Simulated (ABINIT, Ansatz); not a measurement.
## A GW run on VBiO4 (Clinobisvanite) in ABINIT, with inputs changed

What do changed inputs do to GW on VBiO4 (Clinobisvanite)?

Method: LDA and many-body steps on it, plane waves, in ABINIT 10.8.3.

This is a report of a sequence of runs, with most program output left out.

### 1. The structure

The structure is monoclinic, space group C2/c (No. 15). The conventional cell has a = 7.247 Å, b = 11.697 Å, c = 5.090 Å, α = 90.00°, β = 134.22°, γ = 90.00°. V has 4 O at 1.69 to 1.77 Å nearest. Nearest to Bi lie 8 O at 2.35 to 2.63 Å. Nearest to O lie 1 V at 1.77 Å and 2 Bi at 2.35 to 2.37 Å. O has 1 V at 1.69 Å and 2 Bi at 2.52 to 2.63 Å nearest. Farther neighbours and most contacts between anions are not listed.

Coordinates:

```cif
data_structure
_symmetry_space_group_name_H-M 'C2/c'
_symmetry_Int_Tables_number 15
_cell_length_a 7.2472
_cell_length_b 11.6972
_cell_length_c 5.0898
_cell_angle_alpha 90.000
_cell_angle_beta 134.225
_cell_angle_gamma 90.000
_cell_volume 309.20
loop_
_atom_site_label
_atom_site_type_symbol
_atom_site_symmetry_multiplicity
_atom_site_Wyckoff_symbol
_atom_site_fract_x
_atom_site_fract_y
_atom_site_fract_z
_atom_site_occupancy
V1 V 4 e 0.50000 0.63000 0.25000 1
Bi1 Bi 4 e 0.00000 0.63350 0.25000 1
O1 O 8 f 0.64650 0.70820 0.13880 1
O2 O 8 f 0.76060 0.94930 0.37960 1
```

The cell and positions come from the Crystallography Open Database and are kept as given unless a step says otherwise. Spin-orbit coupling is left out unless a step names it.

### 2. Screening, 2×2×4 mesh, 162 bands, screening to 114.3 eV

This step: ABINIT 10.8.3; RPA screening on LDA, plane waves, norm-conserving pseudopotentials.

The RPA dielectric matrix is built and inverted for each q.

The input, run.abi:

```
acell 3*1.0 Angstrom
rprim 
  3.623583094700 -5.848600000000 -0.000000000000
  3.623583094700 5.848600000000 0.000000000000
  -3.550011012700 0.000000000000 3.647394391800
ntypat 3
znucl 23 83 8
natom 12
typat 1 1 2 2 3 3 3 3 3 3 3 3
xred 
  0.870000000000 0.130000000000 0.750000000000
  0.130000000000 0.870000000000 0.250000000000
  0.366500000000 0.633500000000 0.750000000000
  0.633500000000 0.366500000000 0.250000000000
  0.938300000000 0.354700000000 0.638800000000
  0.645300000000 0.061700000000 0.861200000000
  0.061700000000 0.645300000000 0.361200000000
  0.354700000000 0.938300000000 0.138800000000
  0.811300000000 0.709900000000 0.879600000000
  0.290100000000 0.188700000000 0.620400000000
  0.188700000000 0.290100000000 0.120400000000
  0.709900000000 0.811300000000 0.379600000000
pp_dirpath "pseudos"
pseudos "V.upf, Bi.upf, O.upf"
ecut 42
ngkpt 2 2 4
nshiftk 1
shiftk 0 0 0
kptopt 1
chksymbreak 0
istwfk *1
occopt 1
irdwfk 1
optdriver 3
nband 162
ecuteps 4.2
inclvkb 2
awtr 1
symchi 1
indata_prefix "in"
outdata_prefix "out"
tmpdata_prefix "tmp"
```

Started as:

```bash
> OMP_NUM_THREADS=1 mpirun -n 16 abinit run.abi > log
```

It took 4.6 min on 16 MPI ranks of Arm Neoverse N1, shared host; peak memory 13 GiB; 74 min of CPU time.

This step gave:

* ε∞ with local fields, on this mesh, along the program's q direction: 7.307
* the same without local fields: 8.463
* plasma frequency: 32.72 eV
* plane waves in the screening matrix: 419

Local fields lower ε∞ by 14 %. On a Γ-centred mesh this coarse the value itself is usually too large, while a short band sum pulls it down.

### 3. Base

The self-energy is evaluated for the states that the input lists, and the levels follow from it, in one-shot runs by the linearised quasiparticle equation.

This step: G0W0 on LDA, plane waves, norm-conserving pseudopotentials.

Edit run.abi of step 2 so:

```diff
@@ -33,8 +33,21 @@
 irdwfk 1
-optdriver 3
+optdriver 4
 nband 162
+gwcalctyp 0
+ecutsigx 42
+symsigma 1
+nkptgw 4
+kptgw 
+  0.0000000000 0.0000000000 0.2500000000
+  0.5000000000 0.0000000000 0.5000000000
+  0.5000000000 0.0000000000 0.0000000000
+  0.0000000000 0.0000000000 0.0000000000
+bdgw 
+  59 62
+  59 62
+  59 62
+  59 62
 ecuteps 4.2
-inclvkb 2
-awtr 1
-symchi 1
+irdscr 1
+ppmodel 1
 indata_prefix "in"
```

The job ended after 44 s (16 MPI ranks; peak memory 5.7 GiB).

This step gave:

```
G0W0 gap on the mesh                         : 3.681 eV
starting gap on the mesh                     : 2.325 eV
k of the valence top                         : 0, 0, 0.25
k of the conduction bottom                   : 0.5, 0, 0.5
Z at the valence top                         : 0.781
Z at the conduction bottom                   : 0.777
least direct G0W0 gap on the computed points : 3.740 eV
```

The gap on the mesh goes from 2.32 eV to 3.68 eV, a correction of +1.36 eV.

### 4. Another k mesh than the file's

Edit run.abi of step 3 so:

```diff
@@ -25,3 +25,3 @@
 ecut 42
-ngkpt 2 2 4
+ngkpt 3 3 5
 nshiftk 1
```

Run time: 4.3 s. Hardware: 16 MPI ranks; peak memory 0.7 GiB; 67 s of CPU time.

The run stopped with an error after 4.3 s.

The program's words: Cannot continue, basic dimensions/parameters reported in the header do not agree with input file. Check consistency between the content of the WFK external file and the input file.

The fault put into this input: another k mesh than the file's.

### 5. Side by side

Times are wall times on 16 MPI ranks of Arm Neoverse N1, shared host, good to a factor of about two. A run's time includes the screening step that it read.

| run | mesh | bands | screening cutoff (eV) | DFT gap (eV) | gap on the mesh (eV) | direct (eV) | ε∞ used | time |
| --- | --- | --- | --- | --- | --- | --- | --- | --- |
| base | 2×2×4 | 162 | 114.3 | 2.325 | 3.681 | 3.740 | 7.31 | 5.4 min |

### 6. Results

| Quantity | Value |
| --- | --- |
| base | 3.681 eV |
| known limits | not at the basis limit; no spin polarisation; d states lean on the start; no spin-orbit coupling; coarse k mesh |

**Reading.** Bands and cutoff are finite, so the gap is not at the basis limit. The miss can reach some tenths of an eV and take either sign; the mesh is an error of its own. A denser mesh or path gives a starting gap of 2.22 eV: the GW mesh misses a band edge, so its gaps are not the fundamental one. The 2×2×4 mesh is coarse for this cell, which bears on the long-range parts of exchange and screening. Where an edge is built on 6p states of lead, bismuth or thallium, scalar-relativistic gaps usually stand too wide, by a few tenths to over one eV. The runs have no spin polarisation. For a closed low-spin shell that is the natural state; where a d or f shell is open it is a constraint, and the gap is then not the crystal's own. With d states at the gap, one-shot GW leans hard on its start. The many-body steps are scalar-relativistic: spin-orbit coupling is not in them.

[Paths, hosts, dates, memory and timing lines, banners, echoed tables and standing remarks are left out of the program output.]

[Logs are printed without paths, hosts, clocks, repeated set-up lines and the standing remarks that a program may print on its own settings, such as how far it seeks lower states.]

[Runs of the session that timed out or met a known fault of the program may be left out.]

[No measured gap is set beside runs whose start may be inverted or whose files or cutoffs have a known fault.]

[Hosts, paths, dates, database ids (printed as entryN), source tags and the programs' standing remarks are cut or masked in the printed files.]

[G0W0 gaps are taken among the corrected bands and points alone; a level outside them can change the order at an edge.]

[Where Ansatz stands beside ABINIT at settings called matched, ABINIT's density can come from a denser mesh and the files from another edition; pairs whose starting gaps differed by over 0.03 eV were left out, so agreement reads better than it is.]
